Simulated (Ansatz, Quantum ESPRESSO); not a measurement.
# Evanescent states of AlN, zinc blende type, lattice constant set to 4.488 Å, part 2 of 3

How good a tunnel barrier is AlN, zinc blende type, lattice constant set to 4.488 Å?

Quantum ESPRESSO 7.5; plane-wave DFT, PBE, GBRV ultrasoft pseudopotentials; cross-check by Ansatz 0.2.0 with PAW datasets.

So far. Step 2 (Ground state): The run needed 11 iterations to bring the estimated error under 1e-09 Ry.

The structure was built from a prototype and need not be the compound's stable phase.

### Step 3. Complex band structure

Level of this step: complex band structure by pwcond; plane-wave DFT, PBE, GBRV ultrasoft pseudopotentials (Quantum ESPRESSO).

ikind = 0 solves one period of the crystal for all kz, real and complex, at each energy and k across. ewind and epsproj trim the two-dimensional plane-wave basis; nz1 sets the subslabs.

File cbs.in:

```
&inputcond
  outdir = './out'
  prefixl = 'scf'
  band_file = 'cbs'
  ikind = 0
  ewind = 4.0
  epsproj = 1e-05
  nz1 = 7
  energy0 = 4.48
  denergy = -0.16
/
4
  0.00000000 0.00000000 1.00000000
  0.50000000 0.00000000 1.00000000
  0.50000000 0.50000000 1.00000000
  0.25000000 0.00000000 1.00000000
41
```

Started as:

```sh
$ OMP_NUM_THREADS=1 mpirun -n 2 pwcond.x -in cbs.in > cbs.out
```

Output:

```text
[banner, memory and clock lines left out]
Program PWCOND v.7.5 starts

          URL

     ./out/scf.save/

     IMPORTANT: XC functional enforced from input :
     Exchange-correlation= PBE
                           (   1   4   3   4   0   0   0)
     Any further DFT definition will be discarded
     Please, verify this is what you really want

     Reading collected, re-writing distributed wavefunctions

===== INPUT FILE containing the left lead =====

     GEOMETRY:

     lattice parameter (alat)  =       5.9970  a.u.
     the volume                =     305.0178 (a.u.)^3
     the cross section         =      35.9645 (a.u.)^2
     l of the unit cell        =       1.4142 (alat)
     number of atoms/cell      =            4
     number of atomic types    =            2

     crystal axes: (cart. coord. in units of alat)
               a(1) = (  1.0000  0.0000  0.0000 )
               a(2) = (  0.0000  1.0000  0.0000 )
               a(3) = (  0.0000  0.0000  1.4142 )

   Cartesian axes

     site n.     atom                  positions (alat units)
          1        Al     tau(  1)=(  0.0000  0.0000  1.4142  )
          2        N      tau(  2)=(  0.5000  0.0000  0.3536  )
          3        Al     tau(  3)=(  0.5000  0.5000  0.7071  )
          4        N      tau(  4)=(  0.0000  0.5000  1.0607  )

     nr1s                      =           25
     nr2s                      =           25
     nr3s                      =           36
     nr1sx                     =           25
     nr2sx                     =           25
     nr3sx                     =           36
     nr1                       =           27
     nr2                       =           27
     nr3                       =           40
     nr1x                      =           27
     nr2x                      =           27
     nr3x                      =           40

 _______________________________
  Radii of nonlocal spheres:

     type       ibeta     ang. mom.          radius (alat units)
       Al         1         0                    0.3200
       Al         2         1                    0.3200
       Al         3         2                    0.3200
       N          1         0                    0.2015
       N          2         0                    0.2015
       N          3         1                    0.2015
       N          4         1                    0.2015
----- General information -----

----- Complex band structure calculation -----

     nrx                       =           25
     nry                       =           25
     nz1                       =            7

     energy0               =         4.5E+00
     denergy               =        -1.6E-01
     nenergy               =         41
     ecut2d                =         4.0E+01
     ewind                 =         4.0E+00
     epsproj               =         1.0E-05

     number of k_|| points=    4
                       cryst. coord.
        k(    1) = (   0.0000000   0.0000000), wk =   0.2500000
        k(    2) = (   0.5000000   0.0000000), wk =   0.2500000
        k(    3) = (   0.5000000   0.5000000), wk =   0.2500000
        k(    4) = (   0.2500000   0.0000000), wk =   0.2500000
----- Information about left lead -----

     nocros                   =            9
     noins                    =           25
     norb                     =           43
     norbf                    =           43
     nrz                      =           36

      iorb      type   ibeta   ang. mom.   m       position (alat)
        1        1       1        0        1   taunew(   1)=(  0.0000  0.0000  0.0000)
        2        1       2        1        1   taunew(   2)=(  0.0000  0.0000  0.0000)
        3        1       2        1        2   taunew(   3)=(  0.0000  0.0000  0.0000)
        4        1       2        1        3   taunew(   4)=(  0.0000  0.0000  0.0000)
        5        1       3        2        1   taunew(   5)=(  0.0000  0.0000  0.0000)
        6        1       3        2        2   taunew(   6)=(  0.0000  0.0000  0.0000)
        7        1       3        2        3   taunew(   7)=(  0.0000  0.0000  0.0000)
        8        1       3        2        4   taunew(   8)=(  0.0000  0.0000  0.0000)
        9        1       3        2        5   taunew(   9)=(  0.0000  0.0000  0.0000)
       10        2       1        0        1   taunew(  10)=(  0.5000  0.0000  0.3536)
       11        2       2        0        1   taunew(  11)=(  0.5000  0.0000  0.3536)
       12        2       3        1        1   taunew(  12)=(  0.5000  0.0000  0.3536)
       13        2       3        1        2   taunew(  13)=(  0.5000  0.0000  0.3536)
       14        2       3        1        3   taunew(  14)=(  0.5000  0.0000  0.3536)
       15        2       4        1        1   taunew(  15)=(  0.5000  0.0000  0.3536)
       16        2       4        1        2   taunew(  16)=(  0.5000  0.0000  0.3536)
       17        2       4        1        3   taunew(  17)=(  0.5000  0.0000  0.3536)
       18        1       1        0        1   taunew(  18)=(  0.5000  0.5000  0.7071)
       19        1       2        1        1   taunew(  19)=(  0.5000  0.5000  0.7071)
       20        1       2        1        2   taunew(  20)=(  0.5000  0.5000  0.7071)
       21        1       2        1        3   taunew(  21)=(  0.5000  0.5000  0.7071)
       22        1       3        2        1   taunew(  22)=(  0.5000  0.5000  0.7071)
       23        1       3        2        2   taunew(  23)=(  0.5000  0.5000  0.7071)
       24        1       3        2        3   taunew(  24)=(  0.5000  0.5000  0.7071)
       25        1       3        2        4   taunew(  25)=(  0.5000  0.5000  0.7071)
       26        1       3        2        5   taunew(  26)=(  0.5000  0.5000  0.7071)
       27        2       1        0        1   taunew(  27)=(  0.0000  0.5000  1.0607)
       28        2       2        0        1   taunew(  28)=(  0.0000  0.5000  1.0607)
       29        2       3        1        1   taunew(  29)=(  0.0000  0.5000  1.0607)
       30        2       3        1        2   taunew(  30)=(  0.0000  0.5000  1.0607)
       31        2       3        1        3   taunew(  31)=(  0.0000  0.5000  1.0607)
       32        2       4        1        1   taunew(  32)=(  0.0000  0.5000  1.0607)
       33        2       4        1        2   taunew(  33)=(  0.0000  0.5000  1.0607)
       34        2       4        1        3   taunew(  34)=(  0.0000  0.5000  1.0607)
       35        1       1        0        1   taunew(  35)=(  0.0000  0.0000  1.4142)
       36        1       2        1        1   taunew(  36)=(  0.0000  0.0000  1.4142)
       37        1       2        1        2   taunew(  37)=(  0.0000  0.0000  1.4142)
       38        1       2        1        3   taunew(  38)=(  0.0000  0.0000  1.4142)
       39        1       3        2        1   taunew(  39)=(  0.0000  0.0000  1.4142)
       40        1       3        2        2   taunew(  40)=(  0.0000  0.0000  1.4142)
       41        1       3        2        3   taunew(  41)=(  0.0000  0.0000  1.4142)
       42        1       3        2        4   taunew(  42)=(  0.0000  0.0000  1.4142)
       43        1       3        2        5   taunew(  43)=(  0.0000  0.0000  1.4142)
    k slab    z(k)  z(k+1)     crossing(iorb=1,norb)
    1   0.0000 0.0393 0.0393   1111111110000000000000000000000000000000000
    2   0.0393 0.0786 0.0393   1111111110000000000000000000000000000000000
    3   0.0786 0.1179 0.0393   1111111110000000000000000000000000000000000
    4   0.1179 0.1571 0.0393   1111111111111111100000000000000000000000000
    5   0.1571 0.1964 0.0393   1111111111111111100000000000000000000000000
    6   0.1964 0.2357 0.0393   1111111111111111100000000000000000000000000
    7   0.2357 0.2750 0.0393   1111111111111111100000000000000000000000000
    8   0.2750 0.3143 0.0393   1111111111111111100000000000000000000000000
    9   0.3143 0.3536 0.0393   1111111111111111100000000000000000000000000
   10   0.3536 0.3928 0.0393   0000000001111111111111111100000000000000000
   11   0.3928 0.4321 0.0393   0000000001111111111111111100000000000000000
   12   0.4321 0.4714 0.0393   0000000001111111111111111100000000000000000
   13   0.4714 0.5107 0.0393   0000000001111111111111111100000000000000000
   14   0.5107 0.5500 0.0393   0000000001111111111111111100000000000000000
   15   0.5500 0.5893 0.0393   0000000001111111111111111100000000000000000
   16   0.5893 0.6285 0.0393   0000000000000000011111111100000000000000000
   17   0.6285 0.6678 0.0393   0000000000000000011111111100000000000000000
   18   0.6678 0.7071 0.0393   0000000000000000011111111100000000000000000
   19   0.7071 0.7464 0.0393   0000000000000000011111111100000000000000000
   20   0.7464 0.7857 0.0393   0000000000000000011111111100000000000000000
   21   0.7857 0.8250 0.0393   0000000000000000011111111100000000000000000
   22   0.8250 0.8642 0.0393   0000000000000000011111111111111111000000000
   23   0.8642 0.9035 0.0393   0000000000000000011111111111111111000000000
   24   0.9035 0.9428 0.0393   0000000000000000011111111111111111000000000
   25   0.9428 0.9821 0.0393   0000000000000000011111111111111111000000000
   26   0.9821 1.0214 0.0393   0000000000000000011111111111111111000000000
   27   1.0214 1.0607 0.0393   0000000000000000011111111111111111000000000
   28   1.0607 1.0999 0.0393   0000000000000000000000000011111111111111111
   29   1.0999 1.1392 0.0393   0000000000000000000000000011111111111111111
   30   1.1392 1.1785 0.0393   0000000000000000000000000011111111111111111
   31   1.1785 1.2178 0.0393   0000000000000000000000000011111111111111111
   32   1.2178 1.2571 0.0393   0000000000000000000000000011111111111111111
   33   1.2571 1.2964 0.0393   0000000000000000000000000011111111111111111
   34   1.2964 1.3356 0.0393   0000000000000000000000000000000000111111111
   35   1.3356 1.3749 0.0393   0000000000000000000000000000000000111111111
   36   1.3749 1.4142 0.0393   0000000000000000000000000000000000111111111
 ngper, shell number =          113          19
 ngper, n2d =          113         100
---  E-Ef =    4.4800000  k =    0.0000000   0.0000000
---  ie =          1  ik =          1
 Nchannels of the left tip =            2
 Right moving states:
   k1(2pi/a)   k2(2pi/a)   E-Ef (eV)
   0.2165102  -0.0000000   4.4800000
   0.3143237   0.0000000   4.4800000
 Left moving states:
   k1(2pi/a)   k2(2pi/a)   E-Ef (eV)
  -0.2165092   0.0000000   4.4800000
  -0.3143242   0.0000000   4.4800000

---  E-Ef =    4.3200000  k =    0.0000000   0.0000000
---  ie =          2  ik =          1
 Nchannels of the left tip =            2
 Right moving states:
   k1(2pi/a)   k2(2pi/a)   E-Ef (eV)
   0.1936573  -0.0000000   4.3200000
   0.2899784   0.0000000   4.3200000
 Left moving states:
   k1(2pi/a)   k2(2pi/a)   E-Ef (eV)
  -0.1936564   0.0000000   4.3200000
  -0.2899788   0.0000000   4.3200000
[... further energies and points left out ...]
---  E-Ef =   -1.7600000  k =    0.2500000   0.0000000
---  ie =         40  ik =          4
 Nchannels of the left tip =            1
 Right moving states:
   k1(2pi/a)   k2(2pi/a)   E-Ef (eV)
   0.3283151   0.0000000  -1.7600000
 Left moving states:
   k1(2pi/a)   k2(2pi/a)   E-Ef (eV)
  -0.3283152   0.0000000  -1.7600000

---  E-Ef =   -1.9200000  k =    0.2500000   0.0000000
---  ie =         41  ik =          4
 Nchannels of the left tip =            1
 Right moving states:
   k1(2pi/a)   k2(2pi/a)   E-Ef (eV)
   0.3023206   0.0000000  -1.9200000
 Left moving states:
   k1(2pi/a)   k2(2pi/a)   E-Ef (eV)
  -0.3023207   0.0000000  -1.9200000

Note: The following floating-point exceptions are signalling: IEEE_UNDERFLOW_FLAG
Note: The following floating-point exceptions are signalling: IEEE_UNDERFLOW_FLAG
```

Elapsed: 68 s, on 2 MPI ranks of Arm Neoverse V1, shared host; peak memory 0.11 GiB.

This step gave:

* peak of the smallest κ at the zone centre: 0.244 Å⁻¹
* energy of the peak at the zone centre: 1.6 eV
* peak of the smallest κ at (1/2, 1/2): 0.369 Å⁻¹

K across = (0, 0) in the cell's reciprocal vectors; values within 0.0025 1/Å of each other count once, columns are sorted by size at each energy, a dash where no further value was kept. The Im kz of the slowest decaying states by energy, zero at the highest filled level of the SCF mesh:

| energy (eV) | decay 1 (Å⁻¹) | decay 2 (Å⁻¹) | decay 3 (Å⁻¹) |
| --- | --- | --- | --- |
| -1.92 | 0.324 | 0.788 | 1.62 |
| -1.76 | 0.136 | 0.776 | 1.61 |
| -1.44 | 0.752 | 1.58 | 2.22 |
| -1.28 | 0.74 | 1.57 | 2.21 |
| -0.96 | 0.715 | 1.54 | 2.18 |
| -0.80 | 0.703 | 1.53 | 2.17 |
| -0.64 | 0.69 | 1.52 | 2.16 |
| -0.32 | 0.664 | 1.49 | 2.14 |
| -0.16 | 0.65 | 1.48 | 2.13 |
| 0.00 | 0.012 | 0.019 | 0.027 |
| 0.32 | 0.146 | 0.33 | 0.607 |
| 0.48 | 0.173 | 0.396 | 0.591 |
| 0.80 | 0.21 | 0.491 | 0.559 |
| 0.96 | 0.222 | 0.528 | 0.542 |
| 1.12 | 0.231 | 0.525 | 0.56 |
| 1.44 | 0.242 | 0.487 | 0.614 |
| 1.60 | 0.244 | 0.467 | 0.636 |
| 1.76 | 0.244 | 0.445 | 0.656 |
| 2.08 | 0.238 | 0.398 | 0.691 |
| 2.24 | 0.232 | 0.372 | 0.705 |
| 2.56 | 0.213 | 0.311 | 0.731 |
| 2.72 | 0.199 | 0.275 | 0.742 |
| 2.88 | 0.182 | 0.232 | 0.753 |
| 3.20 | 0.098 | 0.131 | 0.77 |
| 3.36 | 0.087 | 0.778 | 1.14 |
| 3.52 | 0.784 | 1.12 | 1.83 |
| 3.84 | 0.796 | 1.08 | 1.80 |
| 4.00 | 0.801 | 1.06 | 1.79 |
| 4.32 | 0.808 | 1.02 | 1.76 |
| 4.48 | 0.812 | 1.00 | 1.75 |

K across = (0, 0) in the cell's reciprocal vectors. Table of Re kz of states that move upwards by energy, zero at the highest filled level of the SCF mesh:

| energy (eV) | channel 1 (Å⁻¹) | channel 2 (Å⁻¹) | channel 3 (Å⁻¹) |
| --- | --- | --- | --- |
| -1.92 | -0.506 | - | - |
| -1.60 | -0.441 | 0.267 | 0.268 |
| -1.28 | -0.376 | 0.514 | 0.515 |
| -0.96 | -0.310 | 0.695 | 0.695 |
| -0.64 | -0.540 | -0.539 | -0.241 |
| -0.32 | -0.361 | -0.360 | -0.161 |
| -0.16 | -0.249 | -0.248 | -0.110 |
| 0.00 | - | - | - |
| 0.16 | - | - | - |
| 0.48 | - | - | - |
| 0.80 | - | - | - |
| 1.12 | - | - | - |
| 1.44 | - | - | - |
| 1.76 | - | - | - |
| 2.08 | - | - | - |
| 2.40 | - | - | - |
| 2.72 | - | - | - |
| 2.88 | - | - | - |
| 3.20 | - | - | - |
| 3.52 | 0.0551 | 0.192 | - |
| 3.84 | 0.166 | 0.292 | - |
| 4.16 | 0.238 | 0.371 | - |
| 4.48 | 0.303 | 0.440 | - |

K across = (1/2, 0) in the cell's reciprocal vectors; values within 0.0025 1/Å of each other count once, columns are sorted by size at each energy, a dash where no further value was kept. The Im kz of the slowest decaying states by energy, zero at the highest filled level of the SCF mesh:

| energy (eV) | decay 1 (Å⁻¹) | decay 2 (Å⁻¹) | decay 3 (Å⁻¹) |
| --- | --- | --- | --- |
| -1.92 | 1.19 | 1.50 | 2.45 |
| -1.76 | 1.15 | 1.48 | 2.44 |
| -1.60 | 1.11 | 1.47 | 2.44 |
| -1.44 | 1.06 | 1.45 | 2.43 |
| -1.28 | 1.01 | 1.44 | 2.42 |
| -1.12 | 0.945 | 1.42 | 2.41 |
| -0.96 | 0.867 | 1.41 | 2.40 |
| -0.64 | 0.568 | 0.573 | 1.37 |
| -0.48 | 0.033 | 0.147 | 0.182 |
| -0.32 | 0.146 | 0.625 | 0.628 |
| -0.16 | 0.201 | 0.752 | 1.33 |
| 0.00 | 0.241 | 0.825 | - |
| 0.16 | 0.274 | 0.875 | - |
| 0.32 | 0.302 | 0.912 | 1.28 |
| 0.48 | 0.326 | 0.939 | 1.26 |
| 0.64 | 0.347 | 0.961 | 1.24 |
| 0.80 | 0.366 | 0.978 | 1.23 |
| 0.96 | 0.382 | 0.992 | - |
| 1.12 | 0.397 | 1.00 | 1.19 |
| 1.44 | 0.422 | 1.02 | 1.16 |
| 1.60 | 0.433 | 1.02 | 1.14 |
| 1.76 | 0.442 | 1.03 | 1.12 |
| 1.92 | 0.451 | 1.03 | 1.10 |
| 2.08 | 0.458 | 1.03 | 1.08 |
| 2.24 | 0.464 | 1.03 | 1.07 |
| 2.40 | 0.469 | 1.03 | 1.05 |
| 2.56 | 0.473 | 1.03 | 1.03 |
| 2.72 | 0.477 | 1.01 | 1.03 |
| 2.88 | 0.479 | 0.992 | 1.03 |
| 3.04 | 0.48 | 0.972 | 1.02 |
| 3.20 | 0.481 | 0.953 | 1.02 |
| 3.52 | 0.479 | 0.914 | 1.01 |
| 3.68 | 0.476 | 0.894 | 1.01 |
| 3.84 | 0.473 | 0.874 | 1 |
| 4.00 | 0.468 | 0.854 | 0.994 |
| 4.16 | 0.463 | 0.833 | 0.987 |
| 4.32 | 0.456 | 0.812 | 0.98 |
| 4.48 | 0.448 | 0.791 | 0.973 |

K across = (1/2, 1/2) in the cell's reciprocal vectors; values within 0.0025 1/Å of each other count once, columns are sorted by size at each energy, a dash where no further value was kept. The Im kz of the slowest decaying states by energy, zero at the highest filled level of the SCF mesh:

| energy (eV) | decay 1 (Å⁻¹) | decay 2 (Å⁻¹) | decay 3 (Å⁻¹) |
| --- | --- | --- | --- |
| -1.92 | 2.33 | 2.53 | - |
| -1.60 | 0.148 | 2.31 | - |
| -1.28 | 0.253 | 0.271 | 2.29 |
| -0.96 | 0.306 | 0.343 | 2.27 |
| -0.64 | 0.337 | 0.394 | 2.25 |
| -0.32 | 0.356 | 0.433 | 2.23 |
| -0.16 | 0.362 | 0.45 | 2.21 |
| 0.00 | 0.366 | 0.464 | 2.20 |
| 0.16 | 0.368 | 0.477 | 2.19 |
| 0.48 | 0.369 | 0.499 | 2.17 |
| 0.80 | 0.363 | 0.516 | 2.15 |
| 1.12 | 0.353 | 0.53 | 2.13 |
| 1.44 | 0.338 | 0.54 | 2.10 |
| 1.76 | 0.317 | 0.548 | 2.08 |
| 2.08 | 0.29 | 0.552 | 2.06 |
| 2.40 | 0.255 | 0.554 | 2.03 |
| 2.72 | 0.208 | 0.554 | 2.01 |
| 2.88 | 0.178 | 0.554 | 2.00 |
| 3.20 | 0.076 | 0.55 | 1.97 |
| 3.52 | 0.545 | 1.95 | 2.27 |
| 3.84 | 0.538 | 1.92 | 2.25 |
| 4.16 | 0.529 | 1.90 | 2.24 |
| 4.48 | 0.517 | 1.87 | 2.22 |

K across = (1/4, 0) in the cell's reciprocal vectors; values within 0.0025 1/Å of each other count once, columns are sorted by size at each energy, a dash where no further value was kept. Im kz of the slowest decaying states against energy, zero at the highest filled level of the SCF mesh:

| energy (eV) | decay 1 (Å⁻¹) | decay 2 (Å⁻¹) | decay 3 (Å⁻¹) |
| --- | --- | --- | --- |
| -1.92 | 0.132 | 0.598 | 1.18 |
| -1.76 | 0.156 | 0.516 | 1.16 |
| -1.44 | 0.177 | 0.26 | 1.13 |
| -1.28 | 0.177 | 1.11 | 1.74 |
| -0.96 | 0.15 | 1.07 | 1.71 |
| -0.80 | 0.111 | 1.05 | 1.69 |
| -0.64 | 1.03 | 1.67 | 1.77 |
| -0.32 | 0.996 | 1.64 | 1.75 |
| -0.16 | 0.126 | 0.977 | 1.62 |
| 0.00 | 0.174 | 0.2 | 0.958 |
| 0.32 | 0.288 | 0.437 | 0.92 |
| 0.48 | 0.319 | 0.512 | 0.901 |
| 0.80 | 0.369 | 0.626 | 0.863 |
| 0.96 | 0.389 | 0.672 | 0.844 |
| 1.12 | 0.406 | 0.714 | 0.824 |
| 1.44 | 0.435 | 0.786 | 1.43 |
| 1.60 | 0.447 | 0.766 | 0.819 |
| 1.76 | 0.457 | 0.746 | 0.851 |
| 2.08 | 0.473 | 0.706 | 0.913 |
| 2.24 | 0.48 | 0.685 | 0.946 |
| 2.56 | 0.489 | 0.643 | 1.03 |
| 2.72 | 0.492 | 0.621 | 1.12 |
| 2.88 | 0.494 | 0.598 | 1.12 |
| 3.20 | 0.495 | 0.551 | 1.11 |
| 3.36 | 0.494 | 0.526 | 1.11 |
| 3.52 | 0.492 | 0.5 | 1.10 |
| 3.84 | 0.443 | 0.483 | 1.09 |
| 4.00 | 0.412 | 0.477 | 1.09 |
| 4.32 | 0.341 | 0.461 | 1.07 |
| 4.48 | 0.299 | 0.45 | 1.07 |

[end of part 2 of 3]

[Logs are printed without paths, hosts, clocks, repeated set-up lines and the standing remarks that a program may print on its own settings, such as how far it seeks lower states.]

[Hosts, paths, dates, database ids (printed as entryN), source tags and the programs' standing remarks are cut or masked in the printed files.]

[Maps of the electrostatic potential energy from Ansatz leave out the sawtooth potential of an applied field or a dipole correction, so their vacuum need not be flat; planar profiles and work functions include it.]
